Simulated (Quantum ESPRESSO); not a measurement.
**How the pseudopotential set moves the magnetism of CoO**

Two starts of CoO are run at each rung of the pseudopotential set.

Calculated with Quantum ESPRESSO 7.5; PBE; plane waves with GBRV 1.5 PBE potentials, no spin-orbit coupling (settings of the first rung).

## (1) The starting structure

The structure is cubic, space group Fm-3m (No. 225). Conventional cell: a = 4.263 Å, b = 4.263 Å, c = 4.263 Å, α = 90.00°, β = 90.00°, γ = 90.00°. Co has 6 O at 2.13 Å nearest. Nearest to O lie 6 Co at 2.13 Å. Farther neighbours, and contacts between anions beyond the nearest, are not listed.

## (2) Rung 1, start ferro +

ASE passes magmoms on as starting_magnetization. pw.x reads values of 1 or more as Bohr magnetons; where all are smaller, it reads them as fractions of the valence charge.

Input file pw.py:

```python
from ase import Atoms
from ase.calculators.espresso import Espresso, EspressoProfile

atoms = Atoms(['Co', 'O'],
    cell=[[0.0, 2.1315, 2.1315],
         [2.1315, 0.0, 2.1315],
         [2.1315, 2.1315, 0.0]],
    scaled_positions=[[0.0, 0.0, 0.0],
         [0.5, 0.5, 0.5]],
    pbc=True,
    magmoms=[3.0, 0.0])
input_data = {
    'control': {'calculation': 'scf', 'prefix': 'pwscf', 'outdir': './tmp', 'disk_io': 'nowf'},
    'system': {'ecutwfc': 40.0, 'ecutrho': 280.0, 'nbnd': 20, 'occupations': 'smearing', 'smearing': 'fd', 'degauss': 0.00367493, 'nspin': 2},
    'electrons': {'conv_thr': 4e-09, 'electron_maxstep': 150, 'mixing_beta': 0.3},
}
atoms.calc = Espresso(
    profile=EspressoProfile(command='mpirun -n 2 pw.x -nk 2', pseudo_dir='pseudo'),
    pseudopotentials={'Co': 'co_pbe_v1.2.uspp.F.UPF', 'O': 'o_pbe_v1.2.uspp.F.UPF'},
    input_data=input_data,
    kpts=(8, 8, 8),
    koffset=(0, 0, 0))
energy = atoms.get_potential_energy(force_consistent=True)
print(f'free energy: {energy:.6f} eV')
print('site moments (muB):', atoms.get_magnetic_moments().round(3))
```

Command:

```console
$ OMP_NUM_THREADS=1 python3 pw.py > pw.log
```

The log of the run:

```text
free energy: -4499.633042 eV
site moments (muB): [2.543 0.341]

--- espresso.pwo ---
Program PWSCF v.7.5 starts

Warning: card &CELL ignored
Warning: card &FCP ignored
Warning: card &RISM ignored

     Message from routine setup:
     using ibrav=0 with symmetry is DISCOURAGED, use correct ibrav instead

     K-points division:     npool     =       2
     Subspace diagonalization in iterative solution of the eigenvalue problem:

     bravais-lattice index     =            0
     lattice parameter (alat)  =       5.6964  a.u.
     unit-cell volume          =     130.7021 (a.u.)^3
     number of atoms/cell      =            2
     number of atomic types    =            2
     number of electrons       =        23.00
     number of Kohn-Sham states=           20
     kinetic-energy cutoff     =      40.0000  Ry
     charge density cutoff     =     280.0000  Ry
     scf convergence threshold =      4.0E-09
     mixing beta               =       0.3000
     number of iterations used =            8  plain     mixing
     Exchange-correlation= SLA  PW   PBE  PBE
                           (   1   4   3   4   0   0   0)

     celldm(1)=   5.696383  celldm(2)=   0.000000  celldm(3)=   0.000000
     celldm(4)=   0.000000  celldm(5)=   0.000000  celldm(6)=   0.000000

     crystal axes: (cart. coord. in units of alat)
               a(1) = (   0.000000   0.707107   0.707107 )
               a(2) = (   0.707107   0.000000   0.707107 )
               a(3) = (   0.707107   0.707107   0.000000 )

     reciprocal axes: (cart. coord. in units 2 pi/alat)
               b(1) = ( -0.707107  0.707107  0.707107 )
               b(2) = (  0.707107 -0.707107  0.707107 )
               b(3) = (  0.707107  0.707107 -0.707107 )

     PseudoPot. # 1 for Co read from file:
     co_pbe_v1.2.uspp.F.UPF
     Pseudo is Ultrasoft + core correction, Zval = 17.0

     PseudoPot. # 2 for O  read from file:
     o_pbe_v1.2.uspp.F.UPF
     Pseudo is Ultrasoft + core correction, Zval =  6.0

     atomic species   valence    mass     pseudopotential
     Co               17.00    58.93319     Co( 1.00)
     O                 6.00    15.99900     O ( 1.00)

     Starting magnetic structure
     atomic species   magnetization
     Co              0.176
     O               0.000

     48 Sym. Ops., with inversion, found

   Cartesian axes

     site n.     atom                  positions (alat units)
         1        Co     tau(   1) = (   0.0000000   0.0000000   0.0000000  )
         2        O      tau(   2) = (   0.7071068   0.7071068   0.7071068  )

     number of k points=    29  Fermi-Dirac smearing, width (Ry)=  0.0037
                       cart. coord. in units 2pi/alat
        k(    1) = (   0.0000000   0.0000000   0.0000000), wk =   0.0019531
        k(    2) = (   0.0883883   0.0883883  -0.0883883), wk =   0.0156250
        k(    3) = (   0.1767767   0.1767767  -0.1767767), wk =   0.0156250
        k(    4) = (   0.2651650   0.2651650  -0.2651650), wk =   0.0156250
        k(    5) = (  -0.3535534  -0.3535534   0.3535534), wk =   0.0078125
        [... 24 further k-points ...]

     Dense  grid:    10417 G-vectors     FFT dimensions: (  32,  32,  32)

     Smooth grid:     4477 G-vectors     FFT dimensions: (  24,  24,  24)

     Check: negative core charge=   -0.000039
     Generating pointlists ...
     new r_m :   0.2917 (alat units)  1.6615 (a.u.) for type    1
     new r_m :   0.2917 (alat units)  1.6615 (a.u.) for type    2

     Initial potential from superposition of free atoms

     starting charge      22.0000, renormalised to      23.0000
     Starting wfcs are   17 randomized atomic wfcs +    3 random wfcs

     Self-consistent Calculation

     iteration #  1     ecut=    40.00 Ry     beta= 0.30
     Davidson diagonalization with overlap
     ethr =  1.00E-02,  avg # of iterations =  4.8

     total energy              =    -328.50136952 Ry
     estimated scf accuracy    <       6.99848871 Ry

     total magnetization       =     3.07 Bohr mag/cell
     absolute magnetization    =     3.13 Bohr mag/cell

     iteration #  2     ecut=    40.00 Ry     beta= 0.30
     Davidson diagonalization with overlap
     ethr =  1.00E-02,  avg # of iterations =  2.0

     total energy              =    -329.56575292 Ry
     estimated scf accuracy    <       8.47956196 Ry

     total magnetization       =     0.36 Bohr mag/cell
     absolute magnetization    =     0.39 Bohr mag/cell

     [... further iterations left out ...]

     iteration # 15     ecut=    40.00 Ry     beta= 0.30
     Davidson diagonalization with overlap
     ethr =  4.20E-11,  avg # of iterations =  1.9

     total energy              =    -330.71695759 Ry
     estimated scf accuracy    <          6.8E-09 Ry

     total magnetization       =     2.98 Bohr mag/cell
     absolute magnetization    =     3.01 Bohr mag/cell

     iteration # 16     ecut=    40.00 Ry     beta= 0.30
     Davidson diagonalization with overlap
     ethr =  2.97E-11,  avg # of iterations =  1.5

     Magnetic moment per site  (integrated on atomic sphere of radius R)
     atom   1 (R=0.292)  charge= 14.6129  magn=  2.5427
     atom   2 (R=0.292)  charge=  5.7679  magn=  0.3409

     End of self-consistent calculation

     [... lines left out ...]
     the Fermi energy is    13.8529 ev

!    total energy              =    -330.71695760 Ry
     estimated scf accuracy    <          5.2E-10 Ry
     smearing contrib. (-TS)   =      -0.00237272 Ry
     internal energy E=F+TS    =    -330.71458487 Ry

     The total energy is F=E-TS. E is the sum of the following terms:
     one-electron contribution =    -183.00888999 Ry
     hartree contribution      =     104.87422704 Ry
     xc contribution           =     -40.01706020 Ry
     ewald contribution        =    -212.56286172 Ry

     total magnetization       =     2.98 Bohr mag/cell
     absolute magnetization    =     3.01 Bohr mag/cell

     convergence has been achieved in  16 iterations

=------------------------------------------------------------------------------=
   JOB DONE.
=------------------------------------------------------------------------------=
```

It took 6.4 s on 2 MPI ranks of Intel Xeon 6975P-C (Granite Rapids), shared host; peak memory 0.24 GiB.

Spin moment in the atom's sphere by atom:

```csv
atom,spin moment in the atom's sphere (μB)
Co1,2.54
O2,0.34
```

This step gave:

```
magnetization : 2.983 μB
final state   : ferromagnetic
```

## (3) Rung 1, start antiferro q=(0,0,1/2) +-

The wavevector q is in fractions of the reciprocal vectors of the crystal's primitive cell, as the cells of these inputs are built from it; moments change sign between cells as cos(2π q·R).

Input file pw.py:

```python
from ase import Atoms
from ase.calculators.espresso import Espresso, EspressoProfile

atoms = Atoms(['Co', 'Co', 'O', 'O'],
    cell=[[0.0, 2.1315, 2.1315],
         [2.1315, 0.0, 2.1315],
         [4.263, 4.263, 0.0]],
    scaled_positions=[[0.0, 0.0, 0.0],
         [0.0, 0.0, 0.5],
         [0.5, 0.5, 0.25],
         [0.5, 0.5, 0.75]],
    pbc=True,
    magmoms=[3.0, -3.0, 0.0, 0.0])
input_data = {
    'control': {'calculation': 'scf', 'prefix': 'pwscf', 'outdir': './tmp', 'disk_io': 'nowf'},
    'system': {'ecutwfc': 40.0, 'ecutrho': 280.0, 'nbnd': 32, 'occupations': 'smearing', 'smearing': 'fd', 'degauss': 0.00367493, 'nspin': 2},
    'electrons': {'conv_thr': 8e-09, 'electron_maxstep': 150, 'mixing_beta': 0.3},
}
atoms.calc = Espresso(
    profile=EspressoProfile(command='mpirun -n 2 pw.x -nk 2', pseudo_dir='pseudo'),
    pseudopotentials={'Co': 'co_pbe_v1.2.uspp.F.UPF', 'O': 'o_pbe_v1.2.uspp.F.UPF'},
    input_data=input_data,
    kpts=(8, 8, 4),
    koffset=(0, 0, 0))
energy = atoms.get_potential_energy(force_consistent=True)
print(f'free energy: {energy:.6f} eV')
print('site moments (muB):', atoms.get_magnetic_moments().round(3))
```

Command:

```console
$ OMP_NUM_THREADS=1 python3 pw.py > pw.log
```

The log of the run:

```text
     [... lines left out ...]
free energy: -8999.525309 eV
site moments (muB): [ 2.402 -2.402 -0.    -0.   ]
--- espresso.pwo ---
Program PWSCF v.7.5 starts
     [... lines left out ...]
     number of atoms/cell      =            4
     [... lines left out ...]
     number of electrons       =        46.00
     number of Kohn-Sham states=           32
     kinetic-energy cutoff     =      40.0000  Ry
     charge density cutoff     =     280.0000  Ry
     scf convergence threshold =      8.0E-09
     [... lines left out ...]
     12 Sym. Ops., with inversion, found
     [... lines left out ...]
     number of k points=    35  Fermi-Dirac smearing, width (Ry)=  0.0037
     [... lines left out ...]
     iteration # 16     ecut=    40.00 Ry     beta= 0.30
     [... lines left out ...]
     Magnetic moment per site  (integrated on atomic sphere of radius R)
     atom   1 (R=0.292)  charge= 14.6275  magn=  2.4019
     atom   2 (R=0.292)  charge= 14.6275  magn= -2.4019
     atom   3 (R=0.292)  charge=  5.7557  magn= -0.0000
     atom   4 (R=0.292)  charge=  5.7557  magn= -0.0000
     [... lines left out ...]
     the Fermi energy is    13.8137 ev
!    total energy              =    -661.45296790 Ry
     estimated scf accuracy    <          1.3E-09 Ry
     smearing contrib. (-TS)   =      -0.00454702 Ry
     [... lines left out ...]
     total magnetization       =     0.00 Bohr mag/cell
     absolute magnetization    =     5.15 Bohr mag/cell
     convergence has been achieved in  16 iterations
```

The job ended after 20 s (2 MPI ranks; peak memory 0.32 GiB).

Spin moment in the atom's sphere by atom:

```
atom  spin moment in the atom's sphere (μB)
 Co1                                   2.40
 Co2                                  -2.40
  O3                                   0.00
  O4                                   0.00
```

Read from the output:

- magnetization: 0 μB
- final state: antiferromagnetic

## (4) Rung 2, start ferro +

Input file pw.py:

```python
from ase import Atoms
from ase.calculators.espresso import Espresso, EspressoProfile

atoms = Atoms(['Co', 'O'],
    cell=[[0.0, 2.1315, 2.1315],
         [2.1315, 0.0, 2.1315],
         [2.1315, 2.1315, 0.0]],
    scaled_positions=[[0.0, 0.0, 0.0],
         [0.5, 0.5, 0.5]],
    pbc=True,
    magmoms=[3.0, 0.0])
input_data = {
    'control': {'calculation': 'scf', 'prefix': 'pwscf', 'outdir': './tmp', 'disk_io': 'nowf'},
    'system': {'ecutwfc': 55.0, 'ecutrho': 440.0, 'nbnd': 20, 'occupations': 'smearing', 'smearing': 'fd', 'degauss': 0.00367493, 'nspin': 2},
    'electrons': {'conv_thr': 4e-09, 'electron_maxstep': 150, 'mixing_beta': 0.3},
}
atoms.calc = Espresso(
    profile=EspressoProfile(command='mpirun -n 2 pw.x -nk 2', pseudo_dir='pseudo'),
    pseudopotentials={'Co': 'Co_pbe_v1.2.uspp.F.UPF', 'O': 'O.pbe-n-kjpaw_psl.0.1.UPF'},
    input_data=input_data,
    kpts=(8, 8, 8),
    koffset=(0, 0, 0))
energy = atoms.get_potential_energy(force_consistent=True)
print(f'free energy: {energy:.6f} eV')
print('site moments (muB):', atoms.get_magnetic_moments().round(3))
```

Command:

```console
$ OMP_NUM_THREADS=1 python3 pw.py > pw.log
```

The log of the run:

```text
     [... lines left out ...]
free energy: -4627.120382 eV
site moments (muB): [2.541 0.336]
--- espresso.pwo ---
Program PWSCF v.7.5 starts
     [... lines left out ...]
     number of atoms/cell      =            2
     [... lines left out ...]
     number of electrons       =        23.00
     number of Kohn-Sham states=           20
     kinetic-energy cutoff     =      55.0000  Ry
     charge density cutoff     =     440.0000  Ry
     scf convergence threshold =      4.0E-09
     [... lines left out ...]
     48 Sym. Ops., with inversion, found
     [... lines left out ...]
     number of k points=    29  Fermi-Dirac smearing, width (Ry)=  0.0037
     [... lines left out ...]
     iteration # 18     ecut=    55.00 Ry     beta= 0.30
     [... lines left out ...]
     Magnetic moment per site  (integrated on atomic sphere of radius R)
     atom   1 (R=0.292)  charge= 14.6118  magn=  2.5410
     atom   2 (R=0.292)  charge=  5.7690  magn=  0.3358
     [... lines left out ...]
     the Fermi energy is    13.8516 ev
!    total energy              =    -340.08710511 Ry
     estimated scf accuracy    <          2.0E-09 Ry
     smearing contrib. (-TS)   =      -0.00239092 Ry
     [... lines left out ...]
     total magnetization       =     2.98 Bohr mag/cell
     absolute magnetization    =     3.00 Bohr mag/cell
     convergence has been achieved in  18 iterations
```

Wall time 11 s (2 MPI ranks); peak memory 0.29 GiB; 22 s of CPU time.

This step gave:

```
magnetization  : 2.979 μB
final state    : ferromagnetic
largest moment : 2.541 μB
```

## (5) Rung 2, start antiferro q=(0,0,1/2) +-

Input file pw.py:

```python
from ase import Atoms
from ase.calculators.espresso import Espresso, EspressoProfile

atoms = Atoms(['Co', 'Co', 'O', 'O'],
    cell=[[0.0, 2.1315, 2.1315],
         [2.1315, 0.0, 2.1315],
         [4.263, 4.263, 0.0]],
    scaled_positions=[[0.0, 0.0, 0.0],
         [0.0, 0.0, 0.5],
         [0.5, 0.5, 0.25],
         [0.5, 0.5, 0.75]],
    pbc=True,
    magmoms=[3.0, -3.0, 0.0, 0.0])
input_data = {
    'control': {'calculation': 'scf', 'prefix': 'pwscf', 'outdir': './tmp', 'disk_io': 'nowf'},
    'system': {'ecutwfc': 55.0, 'ecutrho': 440.0, 'nbnd': 32, 'occupations': 'smearing', 'smearing': 'fd', 'degauss': 0.00367493, 'nspin': 2},
    'electrons': {'conv_thr': 8e-09, 'electron_maxstep': 150, 'mixing_beta': 0.3},
}
atoms.calc = Espresso(
    profile=EspressoProfile(command='mpirun -n 2 pw.x -nk 2', pseudo_dir='pseudo'),
    pseudopotentials={'Co': 'Co_pbe_v1.2.uspp.F.UPF', 'O': 'O.pbe-n-kjpaw_psl.0.1.UPF'},
    input_data=input_data,
    kpts=(8, 8, 4),
    koffset=(0, 0, 0))
energy = atoms.get_potential_energy(force_consistent=True)
print(f'free energy: {energy:.6f} eV')
print('site moments (muB):', atoms.get_magnetic_moments().round(3))
```

Command:

```console
$ OMP_NUM_THREADS=1 python3 pw.py > pw.log
```

The log of the run:

```text
     [... lines left out ...]
free energy: -9254.507047 eV
site moments (muB): [ 2.401 -2.401  0.     0.   ]
--- espresso.pwo ---
Program PWSCF v.7.5 starts
     [... lines left out ...]
     number of atoms/cell      =            4
     [... lines left out ...]
     number of electrons       =        46.00
     number of Kohn-Sham states=           32
     kinetic-energy cutoff     =      55.0000  Ry
     charge density cutoff     =     440.0000  Ry
     scf convergence threshold =      8.0E-09
     [... lines left out ...]
     12 Sym. Ops., with inversion, found
     [... lines left out ...]
     number of k points=    35  Fermi-Dirac smearing, width (Ry)=  0.0037
     [... lines left out ...]
     iteration # 17     ecut=    55.00 Ry     beta= 0.30
     [... lines left out ...]
     Magnetic moment per site  (integrated on atomic sphere of radius R)
     atom   1 (R=0.292)  charge= 14.6267  magn=  2.4009
     atom   2 (R=0.292)  charge= 14.6267  magn= -2.4009
     atom   3 (R=0.292)  charge=  5.7565  magn=  0.0000
     atom   4 (R=0.292)  charge=  5.7565  magn=  0.0000
     [... lines left out ...]
     the Fermi energy is    13.8161 ev
!    total energy              =    -680.19378157 Ry
     estimated scf accuracy    <          1.6E-09 Ry
     smearing contrib. (-TS)   =      -0.00454436 Ry
     [... lines left out ...]
     total magnetization       =     0.00 Bohr mag/cell
     absolute magnetization    =     5.16 Bohr mag/cell
     convergence has been achieved in  17 iterations
```

The job ended after 39 s (2 MPI ranks; peak memory 0.46 GiB; 77 s of CPU time).

This step gave:

| Quantity | Value |
| --- | --- |
| magnetization | 0 μB |
| final state | antiferromagnetic |
| largest moment | 2.401 μB |

## (6) Rung 3, start ferro +

Input file pw.py:

```python
from ase import Atoms
from ase.calculators.espresso import Espresso, EspressoProfile

atoms = Atoms(['Co', 'O'],
    cell=[[0.0, 2.1315, 2.1315],
         [2.1315, 0.0, 2.1315],
         [2.1315, 2.1315, 0.0]],
    scaled_positions=[[0.0, 0.0, 0.0],
         [0.5, 0.5, 0.5]],
    pbc=True,
    magmoms=[3.0, 0.0])
input_data = {
    'control': {'calculation': 'scf', 'prefix': 'pwscf', 'outdir': './tmp', 'disk_io': 'nowf'},
    'system': {'ecutwfc': 70.0, 'nbnd': 20, 'occupations': 'smearing', 'smearing': 'fd', 'degauss': 0.00367493, 'nspin': 2},
    'electrons': {'conv_thr': 4e-09, 'electron_maxstep': 150, 'mixing_beta': 0.3},
}
atoms.calc = Espresso(
    profile=EspressoProfile(command='mpirun -n 2 pw.x -nk 2', pseudo_dir='pseudo'),
    pseudopotentials={'Co': 'Co_ONCV_PBE-1.2.upf', 'O': 'O_ONCV_PBE-1.2.upf'},
    input_data=input_data,
    kpts=(8, 8, 8),
    koffset=(0, 0, 0))
energy = atoms.get_potential_energy(force_consistent=True)
print(f'free energy: {energy:.6f} eV')
print('site moments (muB):', atoms.get_magnetic_moments().round(3))
```

Command:

```console
$ OMP_NUM_THREADS=1 python3 pw.py > pw.log
```

The log of the run:

```text
     [... lines left out ...]
free energy: -4121.087611 eV
site moments (muB): [2.522 0.345]
--- espresso.pwo ---
Program PWSCF v.7.5 starts
     [... lines left out ...]
     number of atoms/cell      =            2
     [... lines left out ...]
     number of electrons       =        23.00
     number of Kohn-Sham states=           20
     kinetic-energy cutoff     =      70.0000  Ry
     charge density cutoff     =     280.0000  Ry
     scf convergence threshold =      4.0E-09
     [... lines left out ...]
     48 Sym. Ops., with inversion, found
     [... lines left out ...]
     number of k points=    29  Fermi-Dirac smearing, width (Ry)=  0.0037
     [... lines left out ...]
     iteration # 12     ecut=    70.00 Ry     beta= 0.30
     [... lines left out ...]
     Magnetic moment per site  (integrated on atomic sphere of radius R)
     atom   1 (R=0.292)  charge= 14.6271  magn=  2.5220
     atom   2 (R=0.292)  charge=  5.7737  magn=  0.3451
     [... lines left out ...]
     the Fermi energy is    14.6332 ev
!    total energy              =    -302.89437916 Ry
     estimated scf accuracy    <          1.1E-09 Ry
     smearing contrib. (-TS)   =      -0.00248934 Ry
     [... lines left out ...]
     total magnetization       =     2.98 Bohr mag/cell
     absolute magnetization    =     3.00 Bohr mag/cell
     convergence has been achieved in  12 iterations
```

Wall time 7.8 s (2 MPI ranks); peak memory 0.23 GiB.

Read from the output:

- magnetization: 2.976 μB
- final state: ferromagnetic
- largest moment: 2.522 μB

(Part 1 of 2 ends here.)

[Long decimals in the printed logs are rounded to 6 places.]

[Logs and program files are shortened in this print: banners, set-up blocks, solver, clock and traceback lines can be left out without a mark of their own.]

[Logs are printed without paths, hosts, clocks, repeated set-up lines and the standing remarks that a program may print on its own settings, such as how far it seeks lower states.]

[Hosts, paths, dates, database ids (printed as entryN), source tags and the programs' standing remarks are cut or masked in the printed files.]

[Where the starting crystal was built by hand or by swapping elements, it need not be the compound's stable phase.]

[Where a cell is said to come from a database of computed structures, the database is the Materials Project.]

[Lattice constants that a cell's source calls measured were typed from memory.]
